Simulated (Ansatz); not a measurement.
# Moving the knobs of a GW run on SiO2 (I-42d)

Aim: change settings of a G0W0 run on SiO2 (I-42d) and see what moves.

Main program and level: Ansatz 0.2.0; G0W0 on LDA, plane waves, PAW; PAW set soft_1.

## 1. The structure

It takes space group I-42d (No. 122, tetragonal). Conventional cell: a = 4.748 Å, b = 4.748 Å, c = 7.488 Å, α = 90.00°, β = 90.00°, γ = 90.00°. Si has 4 O at 1.62 Å nearest. Nearest to O lie 2 Si at 1.62 Å. Farther neighbours and most contacts between anions are not listed.

The cell and positions come from the Crystallography Open Database and are kept as given unless a step says otherwise.

## 2. The base run: 4×4×4 mesh, 191 empty bands, screening to 100 eV, PAW set soft_1 files

G0W0 replaces the xc potential by the self-energy, built once from these orbitals. Only a window of levels is corrected, while the sums run over the empty bands that the input names. This step takes PAW set soft_1 files.

input.yaml

```yaml
crystal:
  lattice:
    - [-2.37405, 2.37405, 3.744]
    - [2.37405, -2.37405, 3.744]
    - [2.37405, 2.37405, -3.744]
  atoms:
    - { symbol: Si, position: [0.0, 0.0, 0.0] }
    - { symbol: Si, position: [0.75, 0.25, 0.5] }
    - { symbol: O, position: [0.99838, 0.625, 0.87338] }
    - { symbol: O, position: [0.375, 0.24838, 0.37338] }
    - { symbol: O, position: [0.75162, 0.125, 0.12662] }
    - { symbol: O, position: [0.875, 0.00162, 0.62662] }
kpoints:
  mp_grid: { grid: [4, 4, 4] }
hamiltonian:
  xc: lda
  pseudopotentials: { kind: paw, azcp: { folder: soft_1 }, xc_functional: pbe }
scf:
  occupations: { method: fixed }
gw:
  n_empty_bands: 191
  ecut_chi: 100
  qp_bands: [v2, c2]
  qp_kpoints: band_edges
  screening: { model: contour_deformation }
```

Run with:

```bash
$ ansatz run input.yaml --threads 3 --pin off --max-ram 92160MiB --backend cuda --events-out ev --progress --plain --runs-dir out --devices 1 --max-vram 13GiB
```

Numbers of over 12 decimals in the logs are rounded to 6 here.

What it wrote:

```text
GPUs: using 1 of 1 available (devices: 1).
Engine: ansatz 0.2.0, x86_64-unknown-linux-gnu
Pseudopotentials: kind: paw
Pseudopotential: Si, paw, valence charge 4, recommended cutoff 420 eV (normal), soft_1/Si.paw.azcp
Pseudopotential: O, paw, valence charge 6, recommended cutoff 420 eV (normal), soft_1/O.paw.azcp
Functional definition: SPW92
  exchange = slater_x
  correlation = pw_c
device memory: the entry about to start is reckoned to put 0.7 GiB on a device that reports 74.2 GiB free (of which the cap on the GPU budget leaves the run 13.0 GiB)
GPU FFT provider: cuFFT
GPU libraries: cuBLAS 13.8.2, cuFFT 12.4.0, cuSOLVER 12.3.4
Crystal: 6 atoms, lattice volume = 84.406 Å³
Basis set: ecut = 420 eV, 1637 PW (Γ)
Bands: 22, of which v1, the nominal top of the filled ones, is band 16 counted from 1 (15 counted from 0)
Symmetry: 8 space group operations
Space group: I-42d (ITA 122), of the structure as read, at distance tolerance 4.4e-5 Å
k-points: 13 of 64 (time reversal used)
Non-local potential: Si, projectors of the file, l = 0: 2, l = 1: 2, l = 2: 1
Non-local potential: O, projectors of the file, l = 0: 2, l = 1: 2, l = 2: 1
PAW form: soft (Blöchl's): semilocal exchange-correlation on the pseudo side does not see the compensation charge
PAW frozen core: Si, regenerated for the run's functional, and the local potential with it (the file was generated under x = pbe(κ = 0.804, μ = 0.219515), c = pbe(β = 0.066725))
PAW frozen core: O, regenerated for the run's functional, and the local potential with it (the file was generated under x = pbe(κ = 0.804, μ = 0.219515), c = pbe(β = 0.066725))
PAW one-centre angular grid: Si, 110 points (default); XC on 64 Gauss nodes
PAW one-centre angular grid: O, 110 points (default); XC on 64 Gauss nodes
Initial density: superposition of atomic densities (chi_scale 0.1, normalization cell, long waves kept (reshape's long-wave potential 0.00 eV rms))
Initial wavefunctions: pseudopotential atomic-orbital guess
GPU buffer pool allocated for 46656 grid points (all kernels)
GPU transforms: local potential and band sums: pruned to the plane-wave sphere, on 36×36×36
Functional: x = slater, c = lda
SCF iter   1: F=—  HF=-3448.427922 eV  |F-HF|=—  |Δ(HF+E_count)|=         —  Δρ=1.17e-1  dr2=1.03e1  ethr=3.10e-3  ⟨swp⟩=4.9  Hψ=1438  notcnv=0  defer=46
preconditioner: auto → none  [insulator: Δε(μ)=7.286 eV  Ē_g=17.696 eV  n_scr=14 (ndim 8)  ℏωp=22.9 eV  f_vac=0.102  ε∞_Penn≈2.7]
SCF iter   2: F=—  HF=-3445.778812 eV  |F-HF|=—  |Δ(HF+E_count)|=    2.65e0  Δρ=6.33e-2  dr2=1.49e0  ethr=3.10e-3  ⟨swp⟩=3.8  Hψ=829  notcnv=0  defer=39
SCF iter   3: F=—  HF=-3445.360403 eV  |F-HF|=—  |Δ(HF+E_count)|=   4.18e-1  Δρ=1.87e-2  dr2=1.33e-1  ethr=3.10e-3  ⟨swp⟩=2.1  Hψ=584  notcnv=0  defer=34
[...]
NSCF: frozen V_eff on 1 k-points
SCF converged after 7 iterations
Free energy (F): -3445.348639 eV
Harris-Foulkes:  -3445.348639 eV  (|F-HF|=1.23e-9)
Internal energy: -3445.348639 eV  (E = F + TS)
E sigma→0 (E₀):  -3445.348639 eV
Fermi energy:    0.804150 eV
--- Per-component energies (eV) ---
  E_band       = -181.124916
  E_kinetic    = 771.679104
  E_local      = -2183.365623  (includes V_loc(G=0)·N_el)
  E_nonlocal   = 263.896679
  E_hartree    = 807.171050
  E_xc         = -394.814693
  E_vxc        = -459.939560  (∫ρ·V_xc dr)
  E_paw        = -1581.774653  (= ΣΔE_a)
  E_vpaw       = -187.743168  (= ΣTr[D̂ρ^β])
  E_aug_tail   = 0.003432  (compensation charges beyond the density's cutoff)
  E_ewald      = -1128.700283
  E_core_change = 0.556347  (= ΣΔE_core)
  E_smearing   = -0.000000  (= −TS)
  E_closure    = 0.000000  (closes the sum)
  Σ components = -3445.348639   (vs F -3445.348639, Δ=0.00e0)
--- Band table (eV; the first three rows and the last of 13) ---
  k-point 0: bands = [... 12 lower, -0.5178, -0.2292, 0.8042, 0.8042, 6.6258, 9.2616, 11.9000, 11.9000, ... 2 higher]
  k-point 1: bands = [... 12 lower, -0.4708, 0.0545, 0.7064, 0.7072, 7.9333, 10.1317, 10.7480, 11.3260, ... 2 higher]
  k-point 2: bands = [... 12 lower, 0.0643, 0.0643, 0.5736, 0.5736, 10.0506, 10.0506, 10.7465, 10.7465, ... 2 higher]
  k-point 12: bands = [... 12 lower, -0.6973, -0.6973, 0.7013, 0.7013, 9.5984, 9.5984, 10.2797, 10.2797, ... 2 higher]
--- G₀W₀: contour deformation, 5 samples at zero and on the imaginary axis and 2 off it, 64 q-points, 191 empty bands' worth ---
  eigenvalues of the whole cell's RPA ε∞ on this k-mesh (on a slab, of 1 + 4πα/V) = 2.2599, 2.2599, 2.3227; static W/v taken at q = 0 is 0.438517
  bands read: the sum over 207 bands ends inside a degenerate multiplet in 5 slots, whose members it reads at an even weight; the widest, k=0: bands 207 to 208 (counted from 1) at 1/2 each
  gw.qp_kpoints: band_edges: 13 of 13 stored k-points solved, in 1 pass; an edge of the gap read off the rows below is read off those points alone
    ik  band        ε_KS         Σx   Σc(E_QP)       V_xc       Z   E_QP_lin       E_QP  E_QP is
     0    15      0.8042   -26.3250     4.2725   -20.5052  0.8045    -0.7640    -0.7431  root
     0    16      0.8042   -26.3250     4.2725   -20.5052  0.8045    -0.7640    -0.7431  root
     0    17      6.6258    -7.1530    -3.2984   -11.9672  0.8690     8.1539     8.1416  root
     0    18      9.2616    -5.5926    -3.7897   -11.2359  0.8627    11.1368    11.1151  root
     1    15      0.7064   -26.3900     4.2781   -20.5709  0.8042    -0.8553    -0.8345  root
     1    16      0.7072   -26.3254     4.2916   -20.4783  0.8040    -0.8696    -0.8483  root
     1    17      7.9333    -8.0014    -3.3459   -13.0466  0.8607     9.6496     9.6326  root
     1    18     10.1317    -6.0131    -3.9499   -11.9395  0.8569    12.1350    12.1082  root
[...]
12    15      0.7013   -26.4405     4.2848   -20.6274  0.8040    -0.8476    -0.8271  root
    12    16      0.7013   -26.4405     4.2848   -20.6274  0.8040    -0.8476    -0.8271  root
    12    17      9.5984    -7.4238    -3.4744   -12.7362  0.8556    11.4590    11.4364  root
    12    18      9.5984    -7.4238    -3.4744   -12.7362  0.8556    11.4590    11.4364  root
```

Elapsed: 11 s, on 1 × NVIDIA H100 80GB HBM3 (shared by 6 runs) with 3 threads of AMD EPYC 7R13 (Zen 3), shared host; peak memory 1.2 GiB; 10 s of CPU time.

Reading the cycles: dr2 is the Hartree energy of the density residual (eV), the measure of convergence; HF is the Harris–Foulkes estimate of the energy, which meets the free energy F at convergence.

Numbers from this step:

```
bands summed                                 : 207
RPA ε∞ on this mesh (eigenvalues)            : 2.260, 2.260, 2.323
plane waves in the screening matrix          : 179
q-points in the mesh                         : 64
G0W0 gap on the mesh                         : 8.885 eV
k of the valence top                         : 0, 0, 0
k of the conduction bottom                   : 0, 0, 0
starting gap on the mesh                     : 5.822 eV
Z at the valence top                         : 0.8045
Z at the conduction bottom                   : 0.8690
least direct G0W0 gap on the computed points : 8.885 eV
```

The gap on the mesh goes from 5.82 eV to 8.88 eV, a correction of +3.06 eV. Between the two edge states, bare exchange in place of the xc potential would open the gap by 10.63 eV, and correlation takes back 7.57 eV.

## 3. Variant: all filled levels at the zone centre

Edit input.yaml of step 2 so:

```diff
@@ -22,4 +22,4 @@
   ecut_chi: 100
-  qp_bands: [v2, c2]
-  qp_kpoints: band_edges
+  qp_bands: [lowest, c2]
+  qp_kpoints: [[0, 0, 0]]
   screening: { model: contour_deformation }
```

What it wrote:

```text
GPUs: using 1 of 1 available (devices: 1).
[...]
GPU FFT provider: cuFFT
GPU libraries: cuBLAS 13.8.2, cuFFT 12.4.0, cuSOLVER 12.3.4
Crystal: 6 atoms, lattice volume = 84.406 Å³
Basis set: ecut = 420 eV, 1637 PW (Γ)
Bands: 22, of which v1, the nominal top of the filled ones, is band 16 counted from 1 (15 counted from 0)
Symmetry: 8 space group operations
[...]
k-points: 13 of 64 (time reversal used)
[...]
GPU buffer pool allocated for 46656 grid points (all kernels)
[...]
SCF iter   1: F=—  HF=-3448.427922 eV  |F-HF|=—  |Δ(HF+E_count)|=         —  Δρ=1.17e-1  dr2=1.03e1  ethr=3.10e-3  ⟨swp⟩=4.9  Hψ=1438  notcnv=0  defer=46
[...]
SCF iter   7: F=-3445.348639 eV  HF=-3445.348639 eV  |F-HF|=1.23e-9  |Δ(HF+E_count)|=   1.99e-8  Δρ=2.25e-6  dr2=2.59e-9  ethr=3.13e-10  ⟨swp⟩=11.5  Hψ=1470  notcnv=0
SCF 1 converged in 7 iterations: F = -3445.348639 eV  dr2 = 2.59e-9
[...]
NSCF: frozen V_eff on 13 k-points, pencils in batches of 32, up to order 88
[...]
NSCF: frozen V_eff on 13 k-points
G₀W₀ screening: q 1/13
[... further progress lines ...]
[...]
SCF converged after 7 iterations
Free energy (F): -3445.348639 eV
[...]
Internal energy: -3445.348639 eV  (E = F + TS)
E sigma→0 (E₀):  -3445.348639 eV
Fermi energy:    0.804150 eV
[...]
--- Band table (eV; the first three rows and the last of 13) ---
  k-point 0: bands = [... 12 lower, -0.5178, -0.2292, 0.8042, 0.8042, 6.6258, 9.2616, 11.9000, 11.9000, ... 2 higher]
  k-point 1: bands = [... 12 lower, -0.4708, 0.0545, 0.7064, 0.7072, 7.9333, 10.1317, 10.7480, 11.3260, ... 2 higher]
  k-point 2: bands = [... 12 lower, 0.0643, 0.0643, 0.5736, 0.5736, 10.0506, 10.0506, 10.7465, 10.7465, ... 2 higher]
  k-point 12: bands = [... 12 lower, -0.6973, -0.6973, 0.7013, 0.7013, 9.5984, 9.5984, 10.2797, 10.2797, ... 2 higher]
[...]
`?` marks the rows in doubt; gw_qp.tsv's column doubts and the gw_qp event give each row's grounds
[...]
0     1    -18.0371   -32.3618     9.3702   -20.3272  0.7628   -20.8784   -20.7014  root ?
     0     2    -15.8485   -33.7837     9.0941   -21.9968  0.7264   -18.3998   -18.5413  root ?
     0     3    -15.8281   -33.8084     9.0880   -22.0008  0.7466   -18.3995   -18.5477  root ?
     0     4    -15.8281   -33.8084     9.0880   -22.0008  0.7466   -18.3995   -18.5477  root ?
     0     5     -8.0165   -25.7387     5.1495   -18.6080  0.7617   -10.0645    -9.9977  root
     0     6     -4.4926   -25.6122     4.5716   -19.1615  0.7911    -6.4177    -6.3717  root
     0     7     -4.4926   -25.6122     4.5716   -19.1615  0.7911    -6.4177    -6.3717  root
     0     8     -4.2226   -25.7260     4.6023   -19.2673  0.7904    -6.1239    -6.0790  root
     0     9     -1.6673   -24.9649     4.5624   -18.5628  0.7927    -3.5452    -3.5069  root
     0    10     -1.2242   -24.7811     4.5172   -18.4497  0.7946    -3.0749    -3.0384  root
     0    11     -0.5521   -25.8618     4.2336   -20.0329  0.8041    -2.1706    -2.1473  root
     0    12     -0.5521   -25.8618     4.2336   -20.0329  0.8041    -2.1706    -2.1473  root
     0    13     -0.5178   -25.9310     4.2548   -20.0762  0.8039    -2.1413    -2.1177  root
     0    14     -0.2292   -26.0761     4.3925   -19.9952  0.8003    -1.9450    -1.9175  root
     0    15      0.8042   -26.3250     4.2725   -20.5052  0.8045    -0.7640    -0.7431  root
     0    16      0.8042   -26.3250     4.2725   -20.5052  0.8045    -0.7640    -0.7431  root
     0    17      6.6258    -7.1530    -3.2984   -11.9672  0.8690     8.1539     8.1416  root
     0    18      9.2616    -5.5926    -3.7897   -11.2359  0.8627    11.1368    11.1151  root
```

Run time: 14 s. Hardware: 1 × NVIDIA H100 80GB HBM3 (shared by 6 runs) with 3 threads; peak memory 1.1 GiB; 21 s of CPU time.

Absolute levels on the run's own zero. QP, by row:

```
k index  band  KS (eV)  Sigma_x (eV)  Sigma_c (eV)  Vxc (eV)       Z  QP linearised (eV)  QP (eV)  source          doubts
      0     1   -18.04        -32.36          9.37    -20.33  0.7628              -20.88    -20.7    root  energies_apart
      0     2   -15.85        -33.78         9.094       -22  0.7264               -18.4   -18.54    root  energies_apart
      0     3   -15.83        -33.81         9.088       -22  0.7466               -18.4   -18.55    root  energies_apart
      0     4   -15.83        -33.81         9.088       -22  0.7466               -18.4   -18.55    root  energies_apart
      0     5   -8.017        -25.74         5.149    -18.61  0.7617              -10.06   -9.998    root                
      0     6   -4.493        -25.61         4.572    -19.16  0.7911              -6.418   -6.372    root                
      0     7   -4.493        -25.61         4.572    -19.16  0.7911              -6.418   -6.372    root                
      0     8   -4.223        -25.73         4.602    -19.27  0.7904              -6.124   -6.079    root                
      0     9   -1.667        -24.96         4.562    -18.56  0.7927              -3.545   -3.507    root                
      0    10   -1.224        -24.78         4.517    -18.45  0.7946              -3.075   -3.038    root                
      0    11  -0.5521        -25.86         4.234    -20.03  0.8041              -2.171   -2.147    root                
      0    12  -0.5521        -25.86         4.234    -20.03  0.8041              -2.171   -2.147    root                
      0    13  -0.5178        -25.93         4.255    -20.08  0.8039              -2.141   -2.118    root                
      0    14  -0.2292        -26.08         4.393       -20  0.8003              -1.945   -1.917    root                
      0    15   0.8042        -26.32         4.272    -20.51  0.8045              -0.764  -0.7431    root                
      0    16   0.8042        -26.32         4.272    -20.51  0.8045              -0.764  -0.7431    root                
      0    17    6.626        -7.153        -3.298    -11.97   0.869               8.154    8.142    root                
      0    18    9.262        -5.593         -3.79    -11.24  0.8627               11.14    11.12    root
```

Against the base:

```
     setting        base       variant
levels asked    v2 to c2  lowest to c2
points asked  band edges   [[0, 0, 0]]
```

## 4. Variant: wavefunction cutoff

Edit input.yaml of step 3 so:

```diff
@@ -22,4 +22,6 @@
   ecut_chi: 100
-  qp_bands: [lowest, c2]
-  qp_kpoints: [[0, 0, 0]]
+  qp_bands: [v2, c2]
+  qp_kpoints: band_edges
   screening: { model: contour_deformation }
+basis:
+  ecutwfc: 600
```

What it wrote:

```text
GPUs: using 1 of 1 available (devices: 1).
[...]
GPU FFT provider: cuFFT
GPU libraries: cuBLAS 13.8.2, cuFFT 12.4.0, cuSOLVER 12.3.4
Crystal: 6 atoms, lattice volume = 84.406 Å³
Basis set: ecut = 600 eV, 2823 PW (Γ)
Bands: 22, of which v1, the nominal top of the filled ones, is band 16 counted from 1 (15 counted from 0)
Symmetry: 8 space group operations
[...]
k-points: 13 of 64 (time reversal used)
[...]
GPU buffer pool allocated for 91125 grid points (all kernels)
[...]
SCF iter   1: F=—  HF=-3448.455021 eV  |F-HF|=—  |Δ(HF+E_count)|=         —  Δρ=1.17e-1  dr2=1.04e1  ethr=3.10e-3  ⟨swp⟩=4.9  Hψ=1441  notcnv=0  defer=46
[...]
SCF iter   7: F=-3445.373600 eV  HF=-3445.373600 eV  |F-HF|=1.09e-9  |Δ(HF+E_count)|=   5.86e-8  Δρ=2.50e-6  dr2=2.53e-9  ethr=3.13e-10  ⟨swp⟩=11.9  Hψ=1453  notcnv=0
SCF 1 converged in 7 iterations: F = -3445.373600 eV  dr2 = 2.53e-9
[...]
G₀W₀ screening: q 1/13
[... further progress lines ...]
[...]
SCF converged after 7 iterations
Free energy (F): -3445.373600 eV
[...]
Internal energy: -3445.373600 eV  (E = F + TS)
E sigma→0 (E₀):  -3445.373600 eV
Fermi energy:    0.804141 eV
[...]
--- Band table (eV; the first three rows and the last of 13) ---
  k-point 0: bands = [... 12 lower, -0.5177, -0.2296, 0.8041, 0.8041, 6.6264, 9.2611, 11.8997, 11.8997, ... 2 higher]
  k-point 1: bands = [... 12 lower, -0.4710, 0.0544, 0.7064, 0.7071, 7.9340, 10.1312, 10.7476, 11.3258, ... 2 higher]
  k-point 2: bands = [... 12 lower, 0.0641, 0.0641, 0.5735, 0.5735, 10.0509, 10.0509, 10.7462, 10.7462, ... 2 higher]
  k-point 12: bands = [... 12 lower, -0.6974, -0.6974, 0.7013, 0.7013, 9.5988, 9.5988, 10.2798, 10.2798, ... 2 higher]
[...]
0    15      0.8041   -26.3253     4.2714   -20.5073  0.8045    -0.7633    -0.7424  root
     0    16      0.8041   -26.3253     4.2714   -20.5073  0.8045    -0.7633    -0.7424  root
     0    17      6.6264    -7.1523    -3.2983   -11.9662  0.8690     8.1544     8.1420  root
     0    18      9.2611    -5.5926    -3.7900   -11.2360  0.8627    11.1361    11.1144  root
     1    15      0.7064   -26.3905     4.2770   -20.5733  0.8042    -0.8545    -0.8338  root
     1    16      0.7071   -26.3258     4.2905   -20.4804  0.8040    -0.8690    -0.8477  root
     1    17      7.9340    -8.0008    -3.3459   -13.0458  0.8607     9.6500     9.6330  root
     1    18     10.1312    -6.0133    -3.9502   -11.9398  0.8569    12.1342    12.1074  root
[...]
12    15      0.7013   -26.4407     4.2837   -20.6292  0.8040    -0.8470    -0.8265  root
    12    16      0.7013   -26.4407     4.2837   -20.6292  0.8040    -0.8470    -0.8265  root
    12    17      9.5988    -7.4233    -3.4747   -12.7358  0.8556    11.4592    11.4366  root
    12    18      9.5988    -7.4233    -3.4747   -12.7358  0.8556    11.4592    11.4366  root
```

The job ended after 12 s (1 × NVIDIA H100 80GB HBM3 (shared by 6 runs) with 3 threads; peak memory 1.2 GiB).

The G0W0 gap on the mesh is 8.884 eV.

Against the base:

```
     setting  base  variant
typed cutoff     -      600
```

```
                                    quantity  variant   base
                    starting gap on the mesh    5.822  5.822
                        G0W0 gap on the mesh    8.884  8.885
least direct G0W0 gap on the computed points    8.884  8.885
                        Z at the valence top    0.804  0.804
                  Z at the conduction bottom    0.869  0.869
```

## 5. Results

| Property | Result |
| --- | --- |
| base | 8.88 eV, 11 s |
| all filled levels at the zone centre | direct gap at the listed points 8.88 eV, 14 s |
| wavefunction cutoff | 8.88 eV, 12 s |

In words: All filled levels at the zone centre: only the listed points were computed; the least direct gap there is 8.88 eV, with levels asked and points asked changed against the base. Wavefunction cutoff: the gap moves by −0.0002 eV (the plane-wave cutoff goes from 420 to 600 eV). All runs here use a coarse mesh and modest cutoffs; they test settings and are not final values.

[Paths, hosts, dates, memory and timing lines, banners, echoed tables and standing remarks are left out of the program output.]

[Logs are printed without paths, hosts, clocks, repeated set-up lines and the standing remarks that a program may print on its own settings, such as how far it seeks lower states.]

[Runs of the session that timed out or met a known fault of the program may be left out.]

[Cells called generated may have been cut or substituted from an entry of the Crystallography Open Database or the Materials Project.]

[Hosts, paths, dates, database ids (printed as entryN), source tags and the programs' standing remarks are cut or masked in the printed files.]
